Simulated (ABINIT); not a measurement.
## Beyond one shot: BaTiO3 (P4mm)

Wanted: G0W0 and self-consistent gaps of BaTiO3 (P4mm), with the cost of the cycles.

Main program and level: ABINIT 10.8.3; PBE and many-body steps on it, plane waves.

Most raw output is cut from this account.

### 1. The starting structure

The structure is tetragonal, space group P4mm (No. 99). Conventional cell: a = 3.990 Å, b = 3.990 Å, c = 4.023 Å, α = 90.00°, β = 90.00°, γ = 90.00°. Nearest to Ba lie 12 O at 2.80 to 2.87 Å. Nearest to Ti lie 6 O at 1.84 to 2.18 Å. O has 2 Ti at 1.84 to 2.18 Å and 4 Ba at 2.82 Å nearest. O has 2 Ti at 2.00 Å and 4 Ba at 2.80 to 2.87 Å nearest. Farther neighbours and most contacts between anions are not listed.

The cell and positions come from the Crystallography Open Database and are kept as given unless a step says otherwise. Spin-orbit coupling is left out unless a step names it.

### 2. Empty states on the mesh, 4×4×4 mesh, 60 bands

This step: ABINIT 10.8.3; DFT, PBE, plane waves, norm-conserving pseudopotentials.

The sums over transitions need many empty states on a uniform mesh; this step solves for them.

File run.abi:

```
acell 3*1.0 Angstrom
rprim 
  3.990480000000 0.000000000000 0.000000000000
  0.000000000000 3.990480000000 0.000000000000
  0.000000000000 0.000000000000 4.023030000000
ntypat 3
znucl 56 22 8
natom 5
typat 1 2 3 3 3
xred 
  0.000000000000 0.000000000000 0.000000000000
  0.500000000000 0.500000000000 0.522000000000
  0.500000000000 0.500000000000 0.979000000000
  0.500000000000 0.000000000000 0.488000000000
  0.000000000000 0.500000000000 0.488000000000
pp_dirpath "pseudos"
pseudos "Ba.upf, Ti.upf, O.upf"
ecut 38
ngkpt 4 4 4
nshiftk 1
shiftk 0 0 0
kptopt 1
chksymbreak 0
iscf -2
irdden 1
istwfk *1
nband 60
nbdbuf 4
tolwfr 1e-09
nstep 60
prtvol 0
indata_prefix "in"
outdata_prefix "out"
tmpdata_prefix "tmp"
```

The run is started by

```
OMP_NUM_THREADS=1 mpirun -n 4 abinit run.abi > log
```

Run time: 38 s. Hardware: 4 MPI ranks of Arm Neoverse V1, shared host; peak memory 0.35 GiB; 2.5 min of CPU time.

This step gave:

```yaml
gap: 1.851 eV
k_of_the_valence_top: 0.5, 0.5, 0.5
k_of_the_conduction_bottom: 0, 0, 0
least_direct_gap: 2.222 eV
k_points_computed: 18
lowest_point_of_the_top_converged_band_above_the_valence_top: 30.37 eV
```

On this mesh the gap is 1.851 eV.

The density comes from a self-consistent run that is not shown.

### 3. Screening, 4×4×4 mesh, 56 bands, screening to 87.1 eV

The RPA dielectric matrix is built and inverted for each q.

This step: RPA screening on PBE, plane waves, norm-conserving pseudopotentials.

run.abi, as its differences from that of step 2:

```diff
@@ -23,10 +23,11 @@
 chksymbreak 0
-iscf -2
-irdden 1
 istwfk *1
-nband 60
-nbdbuf 4
-tolwfr 1e-09
-nstep 60
-prtvol 0
+occopt 1
+irdwfk 1
+optdriver 3
+nband 56
+ecuteps 3.2
+inclvkb 2
+awtr 1
+symchi 1
 indata_prefix "in"
```

It took 52 s on 4 MPI ranks; peak memory 1.1 GiB.

This step gave:

```yaml
eps_infinity_with_local_fields_on_this_mesh_along_the_program_s_q_direction: 5.852
the_same_without_local_fields: 6.376
plasma_frequency: 29.34 eV
plane_waves_in_the_screening_matrix: 123
```

Local fields lower ε∞ by 8 %. On a Γ-centred mesh this coarse the value itself is usually too large, while a short band sum pulls it down.

### 4. G0W0

The self-energy is evaluated for the states that the input lists, and the levels follow from it, in one-shot runs by the linearised quasiparticle equation.

This step: G0W0 on PBE, plane waves, norm-conserving pseudopotentials.

run.abi, as its differences from that of step 3:

```diff
@@ -26,8 +26,17 @@
 irdwfk 1
-optdriver 3
+optdriver 4
 nband 56
+gwcalctyp 0
+ecutsigx 38
+symsigma 1
+nkptgw 2
+kptgw 
+  0.5000000000 0.5000000000 0.5000000000
+  0.0000000000 0.0000000000 0.0000000000
+bdgw 
+  18 23
+  19 23
 ecuteps 3.2
-inclvkb 2
-awtr 1
-symchi 1
+irdscr 1
+ppmodel 1
 indata_prefix "in"
```

Run time: 7.6 s. Hardware: 4 MPI ranks; peak memory 0.92 GiB; 30 s of CPU time.

This step gave:

| Property | Result |
| --- | --- |
| G0W0 gap on the points computed | 3.433 eV |
| starting gap on the mesh | 1.851 eV |
| k of the valence top | 0.5, 0.5, 0.5 |
| k of the conduction bottom | 0, 0, 0 |
| Z at the valence top | 0.762 |
| Z at the conduction bottom | 0.779 |
| least direct G0W0 gap on the computed points | 3.791 eV |

The gap on the mesh goes from 1.85 eV to 3.43 eV, a correction of +1.58 eV.

### 5. QSGW, cycle 1

This step: QSGW on PBE, plane waves, norm-conserving pseudopotentials.

run.abi, as its differences from that of step 4:

```diff
@@ -28,12 +28,44 @@
 nband 56
-gwcalctyp 0
+gwcalctyp 28
 ecutsigx 38
-symsigma 1
-nkptgw 2
+symsigma 0
+nkptgw 18
 kptgw 
+  0.0000000000 0.0000000000 0.0000000000
+  0.2500000000 0.0000000000 0.0000000000
+  0.5000000000 0.0000000000 0.0000000000
+  0.2500000000 0.2500000000 0.0000000000
+  0.5000000000 0.2500000000 0.0000000000
+  0.5000000000 0.5000000000 0.0000000000
+  0.0000000000 0.0000000000 0.2500000000
+  0.2500000000 0.0000000000 0.2500000000
+  0.5000000000 0.0000000000 0.2500000000
+  0.2500000000 0.2500000000 0.2500000000
+  0.5000000000 0.2500000000 0.2500000000
+  0.5000000000 0.5000000000 0.2500000000
+  0.0000000000 0.0000000000 0.5000000000
+  0.2500000000 0.0000000000 0.5000000000
+  0.5000000000 0.0000000000 0.5000000000
+  0.2500000000 0.2500000000 0.5000000000
+  0.5000000000 0.2500000000 0.5000000000
   0.5000000000 0.5000000000 0.5000000000
-  0.0000000000 0.0000000000 0.0000000000
 bdgw 
-  18 23
-  19 23
+  12 26
+  12 26
+  12 26
+  12 26
+  12 26
+  12 26
+  12 26
+  12 26
+  12 26
+  12 26
+  12 26
+  12 26
+  12 26
+  12 26
+  12 26
+  12 26
+  12 26
+  12 26
 ecuteps 3.2
@@ -41,2 +73,3 @@
 ppmodel 1
+rhoqpmix 0.3
 indata_prefix "in"
```

It took 3.9 min on 4 MPI ranks; peak memory 2.4 GiB.

Numbers from this step:

```yaml
quasiparticle_gap_on_the_mesh: 3.872 eV
gap_of_the_density_functional_on_the_mesh: 1.851 eV
k_of_the_valence_top: 0.5, 0.5, 0.5
k_of_the_conduction_bottom: 0, 0, 0
z_at_the_valence_top: 1
z_at_the_conduction_bottom: 1
least_direct_quasiparticle_gap_on_the_computed_points: 4.23 eV
```

Against G0W0 in ABINIT (4×4×4 mesh, 56 bands, screening to 87.1 eV, Godby-Needs plasmon pole), the gap moves by +0.439 eV.

### 6. Screening, 4×4×4 mesh, 56 bands, screening to 87.1 eV

This step: RPA screening on PBE, plane waves, norm-conserving pseudopotentials.

File run.abi:

```
acell 3*1.0 Angstrom
rprim 
  3.990480000000 0.000000000000 0.000000000000
  0.000000000000 3.990480000000 0.000000000000
  0.000000000000 0.000000000000 4.023030000000
ntypat 3
znucl 56 22 8
natom 5
typat 1 2 3 3 3
xred 
  0.000000000000 0.000000000000 0.000000000000
  0.500000000000 0.500000000000 0.522000000000
  0.500000000000 0.500000000000 0.979000000000
  0.500000000000 0.000000000000 0.488000000000
  0.000000000000 0.500000000000 0.488000000000
pp_dirpath "pseudos"
pseudos "Ba.upf, Ti.upf, O.upf"
ecut 38
ngkpt 4 4 4
nshiftk 1
shiftk 0 0 0
kptopt 1
chksymbreak 0
istwfk *1
occopt 1
irdwfk 1
optdriver 3
nband 56
ecuteps 3.2
inclvkb 2
awtr 1
symchi 1
gwcalctyp 28
mbpt_sciss 2.379 eV
nqptdm 1
qptdm 
  0 0 0
indata_prefix "in"
outdata_prefix "out"
tmpdata_prefix "tmp"
```

The job ended after 15 s (4 MPI ranks; peak memory 1 GiB; 60 s of CPU time).

This step gave:

| Quantity | Value |
| --- | --- |
| ε∞ with local fields, on this mesh, along the program's q direction | 4.571 |
| the same without local fields | 4.908 |
| plasma frequency | 29.34 eV |
| plane waves in the screening matrix | 123 |

This screening uses the functional's bands under a rigid shift, the mean opening of the cycle before.

### 7. Screening, 4×4×4 mesh, 56 bands, screening to 87.1 eV

This step: RPA screening on PBE from quasiparticle energies and orbitals, plane waves, norm-conserving pseudopotentials.

run.abi, as its differences from that of step 6:

```diff
@@ -32,7 +32,23 @@
 symchi 1
+irdqps 1
 gwcalctyp 28
-mbpt_sciss 2.379 eV
-nqptdm 1
+nqptdm 17
 qptdm 
-  0 0 0
+  0.2500000000 0.0000000000 0.0000000000
+  0.5000000000 0.0000000000 0.0000000000
+  0.2500000000 0.2500000000 0.0000000000
+  0.5000000000 0.2500000000 0.0000000000
+  0.5000000000 0.5000000000 0.0000000000
+  0.0000000000 0.0000000000 0.2500000000
+  0.2500000000 0.0000000000 0.2500000000
+  0.5000000000 0.0000000000 0.2500000000
+  0.2500000000 0.2500000000 0.2500000000
+  0.5000000000 0.2500000000 0.2500000000
+  0.5000000000 0.5000000000 0.2500000000
+  0.0000000000 0.0000000000 0.5000000000
+  0.2500000000 0.0000000000 0.5000000000
+  0.5000000000 0.0000000000 0.5000000000
+  0.2500000000 0.2500000000 0.5000000000
+  0.5000000000 0.2500000000 0.5000000000
+  0.5000000000 0.5000000000 0.5000000000
 indata_prefix "in"
```

File mrgscr.stdin:

```
2
merged
q0_SCR
out_SCR
1
```

The run is started by

```
OMP_NUM_THREADS=1 mpirun -n 4 abinit run.abi > log; mrgscr < mrgscr.stdin
```

Wall time 40 s (4 MPI ranks); peak memory 1 GiB; 2.7 min of CPU time.

This step gave:

```
plasma frequency                    : 29.34 eV
plane waves in the screening matrix : 123
```

This screening reads the quasiparticle levels of the cycle before.

### 8. QSGW, cycle 2

The corrected levels of the last cycle go back in.

This step: QSGW on PBE, plane waves, norm-conserving pseudopotentials.

run.abi, as its differences from that of step 7:

```diff
@@ -26,12 +26,10 @@
 irdwfk 1
-optdriver 3
+optdriver 4
 nband 56
-ecuteps 3.2
-inclvkb 2
-awtr 1
-symchi 1
-irdqps 1
 gwcalctyp 28
-nqptdm 17
-qptdm 
+ecutsigx 38
+symsigma 0
+nkptgw 18
+kptgw 
+  0.0000000000 0.0000000000 0.0000000000
   0.2500000000 0.0000000000 0.0000000000
@@ -53,2 +51,26 @@
   0.5000000000 0.5000000000 0.5000000000
+bdgw 
+  12 26
+  12 26
+  12 26
+  12 26
+  12 26
+  12 26
+  12 26
+  12 26
+  12 26
+  12 26
+  12 26
+  12 26
+  12 26
+  12 26
+  12 26
+  12 26
+  12 26
+  12 26
+ecuteps 3.2
+irdscr 1
+ppmodel 1
+irdqps 1
+rhoqpmix 0.3
 indata_prefix "in"
```

The run is started by

```
OMP_NUM_THREADS=1 mpirun -n 4 abinit run.abi > log
```

The job ended after 3.9 min (4 MPI ranks; peak memory 2.4 GiB).

Numbers from this step:

| Quantity | Value |
| --- | --- |
| quasiparticle gap on the mesh | 4.279 eV |
| gap of the density functional on the mesh | 1.851 eV |
| k of the valence top | 0.5, 0.5, 0.5 |
| k of the conduction bottom | 0, 0, 0 |
| least direct quasiparticle gap on the computed points | 4.637 eV |

Against the cycle before, the gap moves by +0.407 eV.

### 9. Screening, 4×4×4 mesh, 56 bands, screening to 87.1 eV

This step: RPA screening on PBE, plane waves, norm-conserving pseudopotentials.

File run.abi:

```
acell 3*1.0 Angstrom
rprim 
  3.990480000000 0.000000000000 0.000000000000
  0.000000000000 3.990480000000 0.000000000000
  0.000000000000 0.000000000000 4.023030000000
ntypat 3
znucl 56 22 8
natom 5
typat 1 2 3 3 3
xred 
  0.000000000000 0.000000000000 0.000000000000
  0.500000000000 0.500000000000 0.522000000000
  0.500000000000 0.500000000000 0.979000000000
  0.500000000000 0.000000000000 0.488000000000
  0.000000000000 0.500000000000 0.488000000000
pp_dirpath "pseudos"
pseudos "Ba.upf, Ti.upf, O.upf"
ecut 38
ngkpt 4 4 4
nshiftk 1
shiftk 0 0 0
kptopt 1
chksymbreak 0
istwfk *1
occopt 1
irdwfk 1
optdriver 3
nband 56
ecuteps 3.2
inclvkb 2
awtr 1
symchi 1
gwcalctyp 28
mbpt_sciss 2.735 eV
nqptdm 1
qptdm 
  0 0 0
indata_prefix "in"
outdata_prefix "out"
tmpdata_prefix "tmp"
```

The job ended after 15 s (4 MPI ranks; peak memory 1 GiB; 60 s of CPU time).

Numbers from this step:

```
ε∞ with local fields, on this mesh, along the program's q direction : 4.444
the same without local fields                                       : 4.764
plasma frequency                                                    : 29.34 eV
plane waves in the screening matrix                                 : 123
```

This screening uses the functional's bands under a rigid shift, the mean opening of the cycle before.

### 10. Screening, 4×4×4 mesh, 56 bands, screening to 87.1 eV

This step: RPA screening on PBE from quasiparticle energies and orbitals, plane waves, norm-conserving pseudopotentials.

run.abi, as its differences from that of step 9:

```diff
@@ -32,7 +32,23 @@
 symchi 1
+irdqps 1
 gwcalctyp 28
-mbpt_sciss 2.735 eV
-nqptdm 1
+nqptdm 17
 qptdm 
-  0 0 0
+  0.2500000000 0.0000000000 0.0000000000
+  0.5000000000 0.0000000000 0.0000000000
+  0.2500000000 0.2500000000 0.0000000000
+  0.5000000000 0.2500000000 0.0000000000
+  0.5000000000 0.5000000000 0.0000000000
+  0.0000000000 0.0000000000 0.2500000000
+  0.2500000000 0.0000000000 0.2500000000
+  0.5000000000 0.0000000000 0.2500000000
+  0.2500000000 0.2500000000 0.2500000000
+  0.5000000000 0.2500000000 0.2500000000
+  0.5000000000 0.5000000000 0.2500000000
+  0.0000000000 0.0000000000 0.5000000000
+  0.2500000000 0.0000000000 0.5000000000
+  0.5000000000 0.0000000000 0.5000000000
+  0.2500000000 0.2500000000 0.5000000000
+  0.5000000000 0.2500000000 0.5000000000
+  0.5000000000 0.5000000000 0.5000000000
 indata_prefix "in"
```

mrgscr.stdin is that of step 7.

The run is started by

```
OMP_NUM_THREADS=1 mpirun -n 4 abinit run.abi > log; mrgscr < mrgscr.stdin
```

Elapsed: 40 s, on 4 MPI ranks; peak memory 1 GiB.

Numbers from this step:

```
plasma frequency                    : 29.34 eV
plane waves in the screening matrix : 123
```

This screening reads the quasiparticle levels of the cycle before.

### 11. QSGW, cycle 3

This step: QSGW on PBE, plane waves, norm-conserving pseudopotentials.

run.abi, as its differences from that of step 10:

```diff
@@ -26,12 +26,10 @@
 irdwfk 1
-optdriver 3
+optdriver 4
 nband 56
-ecuteps 3.2
-inclvkb 2
-awtr 1
-symchi 1
-irdqps 1
 gwcalctyp 28
-nqptdm 17
-qptdm 
+ecutsigx 38
+symsigma 0
+nkptgw 18
+kptgw 
+  0.0000000000 0.0000000000 0.0000000000
   0.2500000000 0.0000000000 0.0000000000
@@ -53,2 +51,26 @@
   0.5000000000 0.5000000000 0.5000000000
+bdgw 
+  12 26
+  12 26
+  12 26
+  12 26
+  12 26
+  12 26
+  12 26
+  12 26
+  12 26
+  12 26
+  12 26
+  12 26
+  12 26
+  12 26
+  12 26
+  12 26
+  12 26
+  12 26
+ecuteps 3.2
+irdscr 1
+ppmodel 1
+irdqps 1
+rhoqpmix 0.3
 indata_prefix "in"
```

The run is started by

```
OMP_NUM_THREADS=1 mpirun -n 4 abinit run.abi > log
```

Wall time 3.9 min (4 MPI ranks); peak memory 2.4 GiB; 16 min of CPU time.

Numbers from this step:

| Property | Result |
| --- | --- |
| quasiparticle gap on the mesh | 3.890 eV |
| gap of the density functional on the mesh | 1.851 eV |
| k of the valence top | 0.5, 0.5, 0.5 |
| k of the conduction bottom | 0, 0, 0 |
| least direct quasiparticle gap on the computed points | 4.289 eV |

Against the cycle before, the gap moves by −0.389 eV.

### 12. Screening, 4×4×4 mesh, 56 bands, screening to 87.1 eV

This step: RPA screening on PBE, plane waves, norm-conserving pseudopotentials.

File run.abi:

```
acell 3*1.0 Angstrom
rprim 
  3.990480000000 0.000000000000 0.000000000000
  0.000000000000 3.990480000000 0.000000000000
  0.000000000000 0.000000000000 4.023030000000
ntypat 3
znucl 56 22 8
natom 5
typat 1 2 3 3 3
xred 
  0.000000000000 0.000000000000 0.000000000000
  0.500000000000 0.500000000000 0.522000000000
  0.500000000000 0.500000000000 0.979000000000
  0.500000000000 0.000000000000 0.488000000000
  0.000000000000 0.500000000000 0.488000000000
pp_dirpath "pseudos"
pseudos "Ba.upf, Ti.upf, O.upf"
ecut 38
ngkpt 4 4 4
nshiftk 1
shiftk 0 0 0
kptopt 1
chksymbreak 0
istwfk *1
occopt 1
irdwfk 1
optdriver 3
nband 56
ecuteps 3.2
inclvkb 2
awtr 1
symchi 1
gwcalctyp 28
mbpt_sciss 2.384 eV
nqptdm 1
qptdm 
  0 0 0
indata_prefix "in"
outdata_prefix "out"
tmpdata_prefix "tmp"
```

Wall time 15 s (4 MPI ranks); peak memory 1 GiB.

This step gave:

```
ε∞ with local fields, on this mesh, along the program's q direction : 4.569
the same without local fields                                       : 4.906
plasma frequency                                                    : 29.34 eV
plane waves in the screening matrix                                 : 123
```

This screening uses the functional's bands under a rigid shift, the mean opening of the cycle before.

### 13. Screening, 4×4×4 mesh, 56 bands, screening to 87.1 eV

This step: RPA screening on PBE from quasiparticle energies and orbitals, plane waves, norm-conserving pseudopotentials.

run.abi, as its differences from that of step 12:

```diff
@@ -32,7 +32,23 @@
 symchi 1
+irdqps 1
 gwcalctyp 28
-mbpt_sciss 2.384 eV
-nqptdm 1
+nqptdm 17
 qptdm 
-  0 0 0
+  0.2500000000 0.0000000000 0.0000000000
+  0.5000000000 0.0000000000 0.0000000000
+  0.2500000000 0.2500000000 0.0000000000
+  0.5000000000 0.2500000000 0.0000000000
+  0.5000000000 0.5000000000 0.0000000000
+  0.0000000000 0.0000000000 0.2500000000
+  0.2500000000 0.0000000000 0.2500000000
+  0.5000000000 0.0000000000 0.2500000000
+  0.2500000000 0.2500000000 0.2500000000
+  0.5000000000 0.2500000000 0.2500000000
+  0.5000000000 0.5000000000 0.2500000000
+  0.0000000000 0.0000000000 0.5000000000
+  0.2500000000 0.0000000000 0.5000000000
+  0.5000000000 0.0000000000 0.5000000000
+  0.2500000000 0.2500000000 0.5000000000
+  0.5000000000 0.2500000000 0.5000000000
+  0.5000000000 0.5000000000 0.5000000000
 indata_prefix "in"
```

mrgscr.stdin is that of step 10.

The run is started by

```
OMP_NUM_THREADS=1 mpirun -n 4 abinit run.abi > log; mrgscr < mrgscr.stdin
```

Elapsed: 40 s, on 4 MPI ranks; peak memory 1 GiB; 2.7 min of CPU time.

This step gave:

| Property | Result |
| --- | --- |
| plasma frequency | 29.34 eV |
| plane waves in the screening matrix | 123 |

This screening reads the quasiparticle levels of the cycle before.

### 14. QSGW, cycle 4

This step: QSGW on PBE, plane waves, norm-conserving pseudopotentials.

run.abi, as its differences from that of step 13:

```diff
@@ -26,12 +26,10 @@
 irdwfk 1
-optdriver 3
+optdriver 4
 nband 56
-ecuteps 3.2
-inclvkb 2
-awtr 1
-symchi 1
-irdqps 1
 gwcalctyp 28
-nqptdm 17
-qptdm 
+ecutsigx 38
+symsigma 0
+nkptgw 18
+kptgw 
+  0.0000000000 0.0000000000 0.0000000000
   0.2500000000 0.0000000000 0.0000000000
@@ -53,2 +51,26 @@
   0.5000000000 0.5000000000 0.5000000000
+bdgw 
+  12 26
+  12 26
+  12 26
+  12 26
+  12 26
+  12 26
+  12 26
+  12 26
+  12 26
+  12 26
+  12 26
+  12 26
+  12 26
+  12 26
+  12 26
+  12 26
+  12 26
+  12 26
+ecuteps 3.2
+irdscr 1
+ppmodel 1
+irdqps 1
+rhoqpmix 0.3
 indata_prefix "in"
```

The run is started by

```
OMP_NUM_THREADS=1 mpirun -n 4 abinit run.abi > log
```

Run time: 4 min. Hardware: 4 MPI ranks; peak memory 2.4 GiB; 16 min of CPU time.

Numbers from this step:

```
quasiparticle gap on the mesh                         : 3.479 eV
gap of the density functional on the mesh             : 1.851 eV
k of the valence top                                  : 0.5, 0.5, 0.5
k of the conduction bottom                            : 0, 0, 0
least direct quasiparticle gap on the computed points : 3.901 eV
```

Against the cycle before, the gap moves by −0.411 eV.

### 15. Screening, 4×4×4 mesh, 56 bands, screening to 87.1 eV

This step: RPA screening on PBE, plane waves, norm-conserving pseudopotentials.

File run.abi:

```
acell 3*1.0 Angstrom
rprim 
  3.990480000000 0.000000000000 0.000000000000
  0.000000000000 3.990480000000 0.000000000000
  0.000000000000 0.000000000000 4.023030000000
ntypat 3
znucl 56 22 8
natom 5
typat 1 2 3 3 3
xred 
  0.000000000000 0.000000000000 0.000000000000
  0.500000000000 0.500000000000 0.522000000000
  0.500000000000 0.500000000000 0.979000000000
  0.500000000000 0.000000000000 0.488000000000
  0.000000000000 0.500000000000 0.488000000000
pp_dirpath "pseudos"
pseudos "Ba.upf, Ti.upf, O.upf"
ecut 38
ngkpt 4 4 4
nshiftk 1
shiftk 0 0 0
kptopt 1
chksymbreak 0
istwfk *1
occopt 1
irdwfk 1
optdriver 3
nband 56
ecuteps 3.2
inclvkb 2
awtr 1
symchi 1
gwcalctyp 28
mbpt_sciss 2.000 eV
nqptdm 1
qptdm 
  0 0 0
indata_prefix "in"
outdata_prefix "out"
tmpdata_prefix "tmp"
```

The job ended after 15 s (4 MPI ranks; peak memory 1.1 GiB; 61 s of CPU time).

Numbers from this step:

* ε∞ with local fields, on this mesh, along the program's q direction: 4.719
* the same without local fields: 5.077
* plasma frequency: 29.34 eV
* plane waves in the screening matrix: 123

This screening uses the functional's bands under a rigid shift, the mean opening of the cycle before.

[end of part 1 of 3]

[Paths, hosts, dates, memory and timing lines, banners, echoed tables and standing remarks are left out of the program output.]

[Logs are printed without paths, hosts, clocks, repeated set-up lines and the standing remarks that a program may print on its own settings, such as how far it seeks lower states.]

[Runs of the session that timed out or met a known fault of the program may be left out.]

[Hosts, paths, dates, database ids (printed as entryN), source tags and the programs' standing remarks are cut or masked in the printed files.]

[G0W0 gaps are taken among the corrected bands and points alone; a level outside them can change the order at an edge.]

[Where Ansatz stands beside ABINIT at settings called matched, ABINIT's density can come from a denser mesh and the files from another edition; pairs whose starting gaps differed by over 0.03 eV were left out, so agreement reads better than it is.]
